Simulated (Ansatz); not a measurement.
# Structural relaxation of a frame of liquid HfO2 from 3173 K (135 atoms), part 3 of 3

Aim: bring a frame of liquid HfO2 from 3173 K (135 atoms) to a nearby minimum of the energy and see what moves.

Ansatz 0.2.0; Kohn-Sham DFT, r2SCAN, PAW (set soft_2), plane waves.

The cell: 45 Hf and 90 O. The network of bonds at the start is that of the classical potential that made the cell. Only the Γ point is sampled, in a cell whose shortest periodic width is 12 Å. The levels lack spin–orbit coupling.

So far, density (g/cm³): step 4 (distances and neighbours after relaxation) 9.38.

### Step 5. Single point at the relaxed geometry

The electronic structure is read at the final geometry, in a run of its own.

File input.yaml:

```yaml
crystal:
  lattice:
    - [11.83881, 0.03671, 0.05364]
    - [0.03671, 12.09162, -0.24447]
    - [0.05364, -0.24447, 11.71277]
  atoms:
    - { symbol: Hf, position: [0.02199, 0.9896, 0.74624] }
    - { symbol: Hf, position: [0.83604, 0.26301, 0.05412] }
    - { symbol: Hf, position: [0.37766, 0.19052, 0.22882] }
    - { symbol: Hf, position: [0.19463, 0.52887, 0.88264] }
    - { symbol: Hf, position: [0.04514, 0.30786, 0.81775] }
    - { symbol: Hf, position: [0.3973, 0.9717, 0.05538] }
    - { symbol: Hf, position: [0.7418, 0.06081, 0.63604] }
    - { symbol: Hf, position: [0.36631, 0.95335, 0.73284] }
    - { symbol: Hf, position: [0.13083, 0.80697, 0.95148] }
    - { symbol: Hf, position: [0.35093, 0.24258, 0.54226] }
    - { symbol: Hf, position: [0.01544, 0.8435, 0.47267] }
    - { symbol: Hf, position: [0.67353, 0.77199, 0.08453] }
    - { symbol: Hf, position: [0.70271, 0.56335, 0.4673] }
    - { symbol: Hf, position: [0.72591, 0.8812, 0.33459] }
    - { symbol: Hf, position: [0.16861, 0.48372, 0.58617] }
    - { symbol: Hf, position: [0.10701, 0.06248, 0.22375] }
    - { symbol: Hf, position: [0.90116, 0.95822, 0.01882] }
    - { symbol: Hf, position: [0.91226, 0.46736, 0.25818] }
    - { symbol: Hf, position: [0.59675, 0.36205, 0.26559] }
    - { symbol: Hf, position: [0.82097, 0.18882, 0.35746] }
    - { symbol: Hf, position: [0.45073, 0.45049, 0.71923] }
    - { symbol: Hf, position: [0.48003, 0.20298, 0.81821] }
    - { symbol: Hf, position: [0.62919, 0.93494, 0.86657] }
    - { symbol: Hf, position: [0.92785, 0.59049, 0.97973] }
    - { symbol: Hf, position: [0.23227, 0.84978, 0.31283] }
    - { symbol: Hf, position: [0.76301, 0.34681, 0.8152] }
    - { symbol: Hf, position: [0.68558, 0.65623, 0.78932] }
    - { symbol: Hf, position: [0.43131, 0.72306, 0.87768] }
    - { symbol: Hf, position: [0.20236, 0.01278, 0.53112] }
    - { symbol: Hf, position: [0.63743, 0.08295, 0.1592] }
    - { symbol: Hf, position: [0.39934, 0.42792, 0.03188] }
    - { symbol: Hf, position: [0.63772, 0.28671, 0.57124] }
    [... 97 atom lines left out ...]
    - { symbol: O, position: [0.2381, 0.57443, 0.44705] }
    - { symbol: O, position: [0.36488, 0.7583, 0.26809] }
    - { symbol: O, position: [0.20307, 0.96732, 0.70028] }
    - { symbol: O, position: [0.72558, 0.05199, 0.31391] }
    - { symbol: O, position: [0.73609, 0.43424, 0.58294] }
    - { symbol: O, position: [0.00212, 0.54972, 0.5917] }
kpoints:
  mp_grid: { grid: [1, 1, 1] }
hamiltonian:
  xc: r2scan
scf:
  occupations: { method: fermi_dirac, width: 0.273 }
output:
  forces: true
  stress: true
  populations: intrinsic
  dos:
    method: { smearing: { sigma: 0.08 } }
    de: 0.1
    projected: { site_lists: { Hf: [Hf], O: [O] } }
  eigenvalues: true
  write_density: true
  write_potential: true
  volumetric_format: npy
```

The run is started by

```console
$ ansatz run input.yaml --threads 8 --pin off --max-ram 15872MiB --backend cpu --events-out ev --progress --plain --runs-dir out
```

The log of the run:

```text
[...]
Crystal: 135 atoms, lattice volume = 1675.929 Å³
Basis set: ecut = 500 eV, 42543 PW (Γ), exchange–correlation on 360×360×360 points (64 copies of the dense FFT grid, shifted against one another)
Bands: 1080, of which v1, the nominal top of the filled ones, is band 855 counted from 1 (854 counted from 0)
Symmetry: 1 space group operations
[...]
k-points: 1
[...]
SCF iter   1: F=—  HF=-759410.058147 eV  |F-HF|=—  |Δ(HF+E_count)|=         —  Δρ=1.13e-2  dr2=1.99e0  dr2_τ=9.25e0  ethr=1.77e-3  ⟨swp⟩=5.0  Hψ=3472  notcnv=0
[...]
SCF iter  10: F=-759411.965722 eV  HF=-759411.965722 eV  |F-HF|=1.86e-8  |Δ(HF+E_count)|=   4.96e-8  Δρ=1.98e-6  dr2=7.48e-8  dr2_τ=9.79e-9  ethr=5.85e-12  ⟨swp⟩=12.0  Hψ=7166  notcnv=0
SCF 1 converged in 10 iterations: F = -759411.965722 eV  dr2 = 7.48e-8
[...]
SCF converged after 10 iterations
Free energy (F): -759411.965722 eV
[...]
Internal energy: -759411.940331 eV  (E = F + TS)
E sigma→0 (E₀):  -759411.953027 eV
Entropy (-TS):   -0.025391 eV (-0.188 meV/atom)
Fermi energy:    14.697866 eV
[...]
--- Forces (eV/Å), atoms counted from 1 ---
  atom   1  Hf    -0.00111669     0.00125772     0.00383300
  atom   2  Hf     0.00241808    -0.00084088     0.00106129
  atom   3  Hf     0.00579591    -0.00207973     0.00387567
  atom   4  Hf    -0.00075849     0.00043828     0.00342884
  atom   5  Hf     0.00019197     0.00023886     0.00216424
  atom   6  Hf     0.00418799    -0.00282148     0.00120473
  atom   7  Hf     0.00102353    -0.01009961     0.00489214
  atom   8  Hf    -0.00086949     0.00095499     0.00148696
  atom   9  Hf     0.00138164     0.00018703    -0.00186425
  atom  10  Hf     0.00261339    -0.00029515    -0.00600409
  atom  11  Hf     0.00651257     0.00157024    -0.00414912
  atom  12  Hf     0.00144139    -0.00559265     0.00319141
  atom  13  Hf     0.00357691    -0.00314769     0.00202107
  atom  14  Hf    -0.00480220     0.00090097     0.00901204
[...]
atom 134  O      0.00088788    -0.00129910     0.00409050
  atom 135  O     -0.00216957    -0.00418122    -0.00026244
  max |Σ_I F_I| component: 1.47e-4 eV/Å
--- Stress (GPa, compression-positive) ---
       -0.034786      -0.003205       0.002336
       -0.003206      -0.029980      -0.001294
        0.002336      -0.001294      -0.024116
  P = ⅓ Tr σ = -0.0296 GPa (-0.296 kbar)
--- Band table (eV) ---
[...]
--- intrinsic populations: 135 sites ---
  site symbol       q [e]
     0     Hf     24.5055
     1     Hf     24.5271
     2     Hf     24.4836
[...]
134      O      6.6911
  spilling = 0.000000 (of n_electrons = 1710.000000)
```

It took 100 s on 8 threads of Arm Neoverse V2, shared host; peak memory 7.1 GiB; 13 min of CPU time.

Read from the output:

```yaml
free_energy: -759411.9657 eV
free_energy_per_atom: -5625.2738 eV/atom
scf_cycles: 10
pressure: -0.02963 GPa
r_m_s_force_component: 0.00382 eV/Å
longest_force: 0.02254 eV/Å
fermi_energy: 14.7 eV
spacing_of_highest_filled_and_lowest_empty_level: 4.437 eV
```

Intrinsic-atomic-orbital charges by element and coordination:

| element | coordination | atoms | mean charge (e) | spread | least | most |
| --- | --- | --- | --- | --- | --- | --- |
| Hf | all | 45 | 1.50 | 0.035 | 1.41 | 1.55 |
| Hf | 5 | 3 | 1.48 | 0.0166 | 1.46 | 1.50 |
| Hf | 6 | 22 | 1.49 | 0.0366 | 1.41 | 1.55 |
| Hf | 7 | 20 | 1.50 | 0.0338 | 1.44 | 1.55 |
| O | all | 90 | -0.748 | 0.032 | -0.827 | -0.649 |
| O | 2 | 5 | -0.705 | 0.0385 | -0.770 | -0.649 |
| O | 3 | 63 | -0.745 | 0.0279 | -0.806 | -0.691 |
| O | 4 | 22 | -0.767 | 0.0288 | -0.827 | -0.721 |

States in the cell by windows of 1 eV, zero at the Fermi level; the larger projections on atomic orbitals stand beside the total:

| from (eV) | to (eV) | total | O p | Hf d |
| --- | --- | --- | --- | --- |
| -10 | -8 | 0.0 | 0.0 | 0.0 |
| -8 | -7 | 42.8 | 29.8 | 9.7 |
| -7 | -6 | 104.4 | 75.1 | 24.0 |
| -6 | -5 | 107.7 | 83.5 | 18.6 |
| -5 | -4 | 112.4 | 94.7 | 12.5 |
| -4 | -3 | 123.0 | 111.1 | 7.8 |
| -3 | -2 | 49.6 | 46.3 | 2.1 |
| -2 | 2 | 0.0 | 0.0 | 0.0 |
| 2 | 3 | 46.3 | 5.0 | 37.2 |
| 3 | 4 | 90.6 | 10.4 | 72.3 |
| 4 | 5 | 90.4 | 12.5 | 67.8 |

The curve was stored every 0.10 eV, coarse against its broadening of 0.08 eV, so these counts are rough.

Between -26 and -10 eV lie 810 more states.

About 360 of the 1710 electrons lie in deeper levels, below the stored range.

The levels nearest the highest filled one (over half full), pooled over k-points and spins:

| level less the highest filled one (eV) | occupation |
| --- | --- |
| -0.267 | 2 |
| -0.253 | 2 |
| -0.216 | 2 |
| -0.132 | 2 |
| -0.0318 | 2.00 |
| 0 | 2.00 |
| 4.44 | 0.001 |
| 4.45 | 0.001 |
| 4.57 | 0 |
| 4.58 | 0 |
| 4.62 | 0 |
| 4.68 | 0 |

Valence density in the ac plane at fractional y = 0.347, with atoms of Hf and O within 0.2 Å of it. It is the smooth field of the valence electrons, not physical close to the nuclei.

Values in e/Å³, 13 rows by 16 columns, each cell a mean:
```
 0  0  0  0  0  0  1  1  0  0  1  2  0  0  0  0
 2  2  0  0  0  0  0  0  0  0  0  2  6  1  0  0
 6  4  0  0  0  0  0  0  1  2  1  6 20  2  1  1
 0  0  0  0  0  0  1  0  1  4  1  0  1  1  2  1
 0  0  0  0  0  0  0  0  0  0  1  0  0  0  0  0
 3  4  0  0  0  0  0  3  3  1  2  1  0  0  1  1
 1  1  0  2  3  0  0  1  1  0  0  0  0  0  0  0
 0  1  0  1  2  0  0  0  0  0  1  1  0  0  3  2
 0  1  0  0  0  0  3  3  1  3  1  0  0  0  2  1
 0  1  1  0  0  0  2  2  2 18  7  0  0  0  0  0
 1  1  1  0  3  2  0  0  0  2  1  0  0  0  1  3
 1  9 18  2  2  2  0  0  0  0  0  0  0  0  1  3
 0  3  6  1  0  0  1  0  0  0  1  1  0  0  0  0
```
Columns run along a (11.8 Å), rows up along c (11.7 Å). Atoms in or near the plane, at fractional coordinates: Hf at (0.60, 0.27), Hf at (0.76, 0.82), Hf at (0.13, 0.09), O at (0.96, 0.15), O at (0.92, 0.39), O at (0.43, 0.31), O at (0.06, 0.55), O at (0.25, 0.47), O at (0.58, 0.75), O at (0.30, 0.15), O at (0.49, 0.56).

Electrostatic potential energy in the ac plane at fractional y = 0.347, with atoms of Hf and O within 0.2 Å of it. With pseudopotentials it is smooth inside the atoms' cores, unlike the true potential.

Ten even steps from '0' (-27 eV) to '9' (19 eV), each cell a mean:
```
998888899998776689999821588889999
888899999999998899999976788899999
545689999999999999999986434689987
100378999999999999999862000378985
100368999999998889757861010268875
433579999999988887101774111576567
877889999999888787313887667884258
999999999999888888888888889998789
999999999999898889876668899988889
733699999888888425753246899876668
400289998887886001653246898864457
732589963478888536876668899876668
887778710068999999998889999988888
875567852489999999999856999985237
875457888889998999888746999971005
887678888888721388655678999995348
998878988788600175100268999998899
999888998888865674000048999988889
999888999889999986200268999998888
587666786115999998765689999998611
374101474003899999998899998888400
762010167557878899999999887677754
873000268987666899999999886667899
987544689987656799999954787778899
```
Columns run along a (11.8 Å; values clipped at the 3rd and 97th percentile), rows up along c (11.7 Å). Atoms in or near the plane, at fractional coordinates: Hf at (0.60, 0.27), Hf at (0.76, 0.82), Hf at (0.13, 0.09), O at (0.96, 0.15), O at (0.92, 0.39), O at (0.43, 0.31), O at (0.06, 0.55), O at (0.25, 0.47), O at (0.58, 0.75), O at (0.30, 0.15), O at (0.49, 0.56).

Mean intrinsic-atomic-orbital charges: Hf +1.50, O -0.75 e. The largest share in the top eV of filled states is O p (94 % of the projected weight), and in the lowest eV of empty states Hf d (83 % of the projected weight).

The surroundings of O123, which has 4 bonded neighbours where the commonest count for O is 3, nearest first, numbered as they follow in the input and with coordinates relative to it.

| atom | x | y | z | distance (Å) | bonds | intrinsic-atomic-orbital charge (e) |
| --- | --- | --- | --- | --- | --- | --- |
| O123 | 0.00 | 0.00 | 0.00 | 0.00 | 4 | -0.76 |
| Hf42 | -1.98 | 0.05 | -0.70 | 2.10 | 7 | 1.53 |
| Hf31 | 1.20 | 1.10 | -1.38 | 2.13 | 6 | 1.47 |
| Hf3 | 0.94 | -1.82 | 0.98 | 2.28 | 7 | 1.52 |
| Hf33 | -0.09 | 1.31 | 2.02 | 2.41 | 6 | 1.50 |
| O83 | 1.55 | 0.11 | 1.95 | 2.50 | 3 | -0.74 |
| O90 | -0.75 | 2.08 | -1.16 | 2.50 | 4 | -0.79 |
| O108 | -2.08 | 0.77 | 1.55 | 2.71 | 4 | -0.83 |
| O50 | -1.06 | -1.86 | 1.67 | 2.71 | 3 | -0.76 |
| O48 | 0.20 | -2.61 | -0.89 | 2.76 | 3 | -0.74 |

The column of bonds counts only the pairs O-Hf within 2.82 Å; other neighbours, such as metal atoms beside each other in a compound, aren't counted, and periodic images can show an atom twice.

### Step 6. Summary of results

```json
{
 "energy change in the relaxation": "-470 meV/atom",
 "r.m.s. displacement": "0.551 Å",
 "largest displacement": "1.551 Å",
 "free energy per atom": "-5625.2738 eV/atom",
 "pressure": "-0.02963 GPa",
 "r.m.s. force component": "0.00382 eV/Å",
 "gap (highest filled to lowest empty level)": "4.437 eV",
 "wall time of the 3 DFT runs": "38 min"
}
```

What this shows: Relaxation lowers the energy by 470 meV/atom and moves atoms by 0.55 Å r.m.s.; the r.m.s. force component goes from 1.8 to 0.0038 eV/Å, the pressure goes from -13 to -0.030 GPa, and the gap from 1.48 to 4.44 eV. Displacements are taken in the final cell, so they leave out its strain. By the final cutoffs 15 of 276 bonded pairs parted and 26 joined. The cell shrank by 13.1 % in volume. From the first step to the last the energy fell by 63.447 eV, across changes of basis, and the largest move was 1.55 Å (O114). The O-Hf bonds go from 2.222 Å (spread 0.208) to 2.135 Å (spread 0.127), and their number from 276 to 287. Counting bonds as in the table, 49 % of Hf atoms have 6 and 70 % of O atoms have 3 bonded neighbours. Between filled and empty levels lie 4.44 eV (at Γ alone); a semilocal functional tends to put such gaps too low. In a disordered cell it changes from sample to sample and from frame to frame.

What to keep in mind: The network of bonds at the start is that of the classical potential that made the cell; in DFT 15 of its 276 bonded pairs passed out of the cutoffs and 26 came within them.

[Logs are printed without paths, hosts, clocks, repeated set-up lines and the standing remarks that a program may print on its own settings, such as how far it seeks lower states.]

[Hosts, paths, dates, database ids (printed as entryN), source tags and the programs' standing remarks are cut or masked in the printed files.]
